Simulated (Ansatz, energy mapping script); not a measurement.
# Spin model of TiClO monolayer from collinear orders, part 2 of 2

How strongly do the moments of TiClO monolayer couple under PBEsol+U (2.1 eV)? The plan is to run several orders and fit a Heisenberg model.

PBEsol with U = 2.1 eV on Ti d, ortho-atomic projectors; plane waves, U on orthogonalised atomic orbitals unless named otherwise, collinear spin, no spin–orbit coupling.

So far. Step 8 (Order 5: uncompensated +++−, cell B of 12 atoms): The run ends ferrimagnetic, 16.97 meV a magnetic atom below the parallel order of its cell. Step 9 (Parallel start in cell C (12 atoms)): The run ends ferromagnetic. For each magnetic atom its energy differs from the parallel run of the first cell by 0.02 meV, an error that one common reference would have brought in.

## (10) Order 7: compensated +−+−, cell C of 12 atoms

This order reverses 2 of the 4 neighbours at 3.21 Å, 0 of the 2 neighbours at 3.38 Å and 2 of the 2 neighbours at 3.79 Å, counted for an average magnetic atom.

The input, input.yaml:

```yaml
crystal:
  lattice:
    - [3.38, 0.0, 0.0]
    - [0.0, 7.58, 0.0]
    - [0.0, 0.0, 20.1392]
  atoms:
    - { symbol: Ti, position: [0.0, 0.25, 0.548644], spin: 1.0 }
    - { symbol: Ti, position: [0.0, 0.75, 0.548644], spin: -1.0 }
    - { symbol: Ti, position: [0.5, 0.0, 0.451356], spin: 1.0 }
    - { symbol: Ti, position: [0.5, 0.5, 0.451356], spin: -1.0 }
    - { symbol: Cl, position: [0.5, 0.25, 0.627592] }
    - { symbol: Cl, position: [0.5, 0.75, 0.627592] }
    - { symbol: O, position: [0.5, 0.25, 0.474083] }
    - { symbol: O, position: [0.5, 0.75, 0.474083] }
    - { symbol: O, position: [0.0, 0.0, 0.525917] }
    - { symbol: O, position: [0.0, 0.5, 0.525917] }
    - { symbol: Cl, position: [0.0, 0.0, 0.372408] }
    - { symbol: Cl, position: [0.0, 0.5, 0.372408] }
magnetization:
  spin_polarized: true
kpoints:
  mp_grid: { grid: [8, 4, 1] }
hamiltonian:
  xc: pbesol
  hubbard:
    sites:
      - { species: Ti, l: d, u_eff: 2.1 }
      - { site: 0, l: d, u_eff: 2.1, starting_ns: [{ spin: up, occupation_matrix: ti1_major }, { spin: down, occupation_matrix: ti1_minor }] }
      - { site: 1, l: d, u_eff: 2.1, starting_ns: [{ spin: up, occupation_matrix: ti1_minor }, { spin: down, occupation_matrix: ti1_major }] }
      - { site: 2, l: d, u_eff: 2.1, starting_ns: [{ spin: up, occupation_matrix: ti2_major }, { spin: down, occupation_matrix: ti2_minor }] }
      - { site: 3, l: d, u_eff: 2.1, starting_ns: [{ spin: up, occupation_matrix: ti2_minor }, { spin: down, occupation_matrix: ti2_major }] }
    projectors: ortho-atomic
    occupation_matrices:
      ti1_major:
        matrix:
          - [0.826, 0.0, 0.0, -0.295, 0.0]
          - [0.0, 0.216, 0.0, 0.0, 0.0]
          - [0.0, 0.0, 0.142, 0.0, 0.0]
          - [-0.295, 0.0, 0.0, 0.418, 0.0]
          - [0.0, 0.0, 0.0, 0.0, 0.127]
      ti1_minor:
        matrix:
          - [0.098, 0.0, 0.0, 0.066, 0.0]
          - [0.0, 0.197, 0.0, 0.0, 0.0]
          - [0.0, 0.0, 0.121, 0.0, 0.0]
          - [0.066, 0.0, 0.0, 0.2, 0.0]
          - [0.0, 0.0, 0.0, 0.0, 0.113]
      ti2_major:
        matrix:
          - [0.826, 0.0, 0.0, -0.295, 0.0]
          - [0.0, 0.216, 0.0, 0.0, 0.0]
          - [0.0, 0.0, 0.142, 0.0, 0.0]
          - [-0.295, 0.0, 0.0, 0.418, 0.0]
          - [0.0, 0.0, 0.0, 0.0, 0.127]
      ti2_minor:
        matrix:
          - [0.098, 0.0, 0.0, 0.066, 0.0]
          - [0.0, 0.197, 0.0, 0.0, 0.0]
          - [0.0, 0.0, 0.121, 0.0, 0.0]
          - [0.066, 0.0, 0.0, 0.2, 0.0]
          - [0.0, 0.0, 0.0, 0.0, 0.113]
scf:
  occupations: { method: fermi_dirac, width: 0.04 }
output:
  eigenvalues: true
```

On the command line:

```
$ ansatz run input.yaml --threads 4 --pin off --max-ram 8192MiB --backend cpu --events-out ev --progress --plain --runs-dir out
```

Wall time 16 s (4 threads of Arm Neoverse V1, shared host); peak memory 1.7 GiB; 60 s of CPU time.

The run ends antiferromagnetic, 0.37 meV a magnetic atom above the parallel order of its cell.

## (11) Uncompensated +++− start in cell C (12 atoms)

This order reverses 2 of the 4 neighbours at 3.21 Å, 0 of the 2 neighbours at 3.38 Å and 1 of the 2 neighbours at 3.79 Å, counted for an average magnetic atom.

input.yaml: that of step 10 with these lines changed.

```diff
@@ -7,3 +7,3 @@
     - { symbol: Ti, position: [0.0, 0.25, 0.548644], spin: 1.0 }
-    - { symbol: Ti, position: [0.0, 0.75, 0.548644], spin: -1.0 }
+    - { symbol: Ti, position: [0.0, 0.75, 0.548644], spin: 1.0 }
     - { symbol: Ti, position: [0.5, 0.0, 0.451356], spin: 1.0 }
@@ -28,3 +28,3 @@
       - { site: 0, l: d, u_eff: 2.1, starting_ns: [{ spin: up, occupation_matrix: ti1_major }, { spin: down, occupation_matrix: ti1_minor }] }
-      - { site: 1, l: d, u_eff: 2.1, starting_ns: [{ spin: up, occupation_matrix: ti1_minor }, { spin: down, occupation_matrix: ti1_major }] }
+      - { site: 1, l: d, u_eff: 2.1, starting_ns: [{ spin: up, occupation_matrix: ti1_major }, { spin: down, occupation_matrix: ti1_minor }] }
       - { site: 2, l: d, u_eff: 2.1, starting_ns: [{ spin: up, occupation_matrix: ti2_major }, { spin: down, occupation_matrix: ti2_minor }] }
```

Elapsed: 41 s, on 4 threads; peak memory 1.6 GiB.

The run ends ferrimagnetic, 0.12 meV a magnetic atom above the parallel order of its cell.

## (12) From energies to couplings

Each energy difference is a sum of couplings weighted by the pairs that the order reverses. A few near shells are fitted to the differences by least squares. Energies are those extrapolated to zero occupation width, not the free energies F.

The orders side by side; each is measured from the parallel order in the same cell and on the same mesh:

| order | atoms | energy (meV a magnetic atom) | moments (μB) | moments kept as typed | opposed neighbours at 3.21, 3.38, 3.79 Å |
| --- | --- | --- | --- | --- | --- |
| parallel in cell A | 6 | 0.00 | 0.67 | yes | 0, 0, 0 |
| compensated +− in cell A | 6 | -0.27 | 0.67 | yes | 4, 0, 0 |
| parallel in cell B | 12 | 0.00 | 0.67 | yes | 0, 0, 0 |
| compensated +−+− in cell B | 12 | -33.63 | 0.64 | yes | 2, 2, 0 |
| uncompensated +++− in cell B | 12 | -16.97 | 0.63 to 0.67 | yes | 2, 1, 0 |
| parallel in cell C | 12 | 0.00 | 0.67 | yes | 0, 0, 0 |
| compensated +−+− in cell C | 12 | 0.37 | 0.67 | yes | 2, 0, 2 |
| uncompensated +++− in cell C | 12 | 0.12 | 0.67 to 0.67 | yes | 2, 0, 1 |

The Heisenberg fit (each pair counts twice, positive J is ferromagnetic):

| pair | distance (Å) | neighbours | J (meV) |
| --- | --- | --- | --- |
| Ti–Ti | 3.21 | 4 | -0.0362 |
| Ti–Ti | 3.38 | 2 | -8.38 |
| Ti–Ti | 3.79 | 2 | 0.130 |

These orders cannot tell some unfitted shells from fitted ones: the value at 3.21 Å holds J(3.21) + J(5.76) + J(6.25), the value at 3.38 Å holds J(3.38) + 2 J(5.08) and the value at 3.79 Å holds J(3.79) + 2 J(5.08); other unfitted shells add to the values wholly or in part. No temperature is drawn.

## (13) Summary of results

```json
{
 "lowest order tried": "compensated +−+− in cell B",
 "largest fitted value (a combination of shells), Ti–Ti at 3.38 Å": "-8.38 meV"
}
```

Of the orders tried, TiClO monolayer prefers the order “compensated +−+− in cell B” under PBEsol+U (2.1 eV), with 2 of 4 neighbours at 3.21 Å, 2 of 2 neighbours at 3.38 Å and 0 of 2 neighbours at 3.79 Å opposed. The largest fitted value is -8.4 meV, at 3.38 Å. It is a combination of shells that these orders cannot split, so neither its size nor its sign can be laid on that pair alone. The orders also reverse pairs at 5.08, 5.76 and 6.25 Å, which are not fitted, so the fitted values hold their part too. The 5 differences hold only 3 independent equations for a pair model, so the fit of 3 couplings has none to spare and its small miss tests the pair form alone. In the fitted orders moments change by up to 6.0 % against the parallel run of the same cell, so the mapping is rough. With a near shell that the orders cannot separate, no temperature is given.

[Logs and program files are shortened in this print: banners, set-up blocks, solver, clock and traceback lines can be left out without a mark of their own.]

[Logs are printed without paths, hosts, clocks, repeated set-up lines and the standing remarks that a program may print on its own settings, such as how far it seeks lower states.]

[Hosts, paths, dates, database ids (printed as entryN), source tags and the programs' standing remarks are cut or masked in the printed files.]

[Where a cell is said to come from a database of computed structures, the database is the Materials Project.]
